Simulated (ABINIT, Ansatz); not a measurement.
Computed results, one entry a study.

**Sr2MgMoO6 (Fm-3m): one start, several treatments of the self-energy**

The structure is cubic, space group Fm-3m (No. 225). The conventional cell has a = 8.003 Å, b = 8.003 Å, c = 8.003 Å, α = 90.00°, β = 90.00°, γ = 90.00°. Nearest to Sr lie 12 O at 2.83 Å. Nearest to Mg lie 6 O at 2.06 Å. Nearest to Mo lie 6 O at 1.94 Å. Nearest to O lie 1 Mo at 1.94 Å and 1 Mg at 2.06 Å and 4 Sr at 2.83 Å. Farther neighbours, and contacts between anions beyond the nearest, are not listed.

- method: RPA screening on LDA, plane waves, norm-conserving pseudopotentials (and 4 further levels or steps)
- program: ABINIT 10.8.3
- settings: cutoff 38 Ha, PseudoDojo scalar-relativistic 0.4.1 standard, norm-conserving, ngkpt (2, 2, 2), nband 124, ecuteps 4.2 Ha, gwcalctyp 2, nfreqre 16, nfreqim 8, inclvkb 2, freqremax 40 eV, spmeth 1, nomegasf 120, shiftk (0, 0, 0), symchi 1, awtr 1, frequency cd, 2×2×2 k-mesh
- cost: 9 runs, 9.2 min in all on 4 MPI ranks of Arm Neoverse N1, shared host
- notes: The program’s warnings: Min real frequency set to default [Ha] = and nproc spkpt=  >= nkpt= * nsppol=. The cell and positions are those that the Materials Project relaxed with its own functionals (PBE, PBE+U or r2SCAN), kept fixed. Limits: no spin-orbit coupling. Static COHSEX lies above G0W0: it lacks the factor Z and overstates the Coulomb hole of the filled states. The 2×2×2 mesh is coarse for this cell, which bears on the long-range parts of exchange and screening.
- G0W0, Godby-Needs plasmon pole: 3.666 eV
- G0W0, von der Linden-Horsch plasmon pole: 3.793 eV
- G0W0, Engel-Farid plasmon pole: 3.731 eV
- one-shot COHSEX: 4.073 eV
- one-shot Hartree-Fock: 12.065 eV
- G0W0, contour deformation: 3.560 eV
- known limits: short of the basis limit; no spin-orbit coupling; coarse k mesh

G0W0, von der Linden-Horsch plasmon pole: +0.127 eV against G0W0, Godby-Needs plasmon pole. G0W0, Engel-Farid plasmon pole: +0.065 eV against G0W0, Godby-Needs plasmon pole.

[Paths, hosts, dates, memory and timing lines, banners, echoed tables and standing remarks are left out of the program output; an Ansatz launch command may be rebuilt from the run's recorded settings. Measured values are a selection of at most five: reports struck by readers or far from the other reports are left out. None is set beside runs whose start may be inverted or whose files or cutoffs have a known fault.]

[Runs of the session that timed out or met a known fault of the program may be left out.]

[Hosts, paths, dates, database ids (printed as entryN), source tags and the programs' standing remarks are cut or masked in the printed files.]

[G0W0 gaps are taken among the corrected bands and points alone; a level outside them can change the order at an edge.]

[Where Ansatz stands beside ABINIT at settings called matched, ABINIT's density can come from a denser mesh and the files from another edition; pairs whose starting gaps differed by over 0.03 eV were left out, so agreement reads better than it is.]
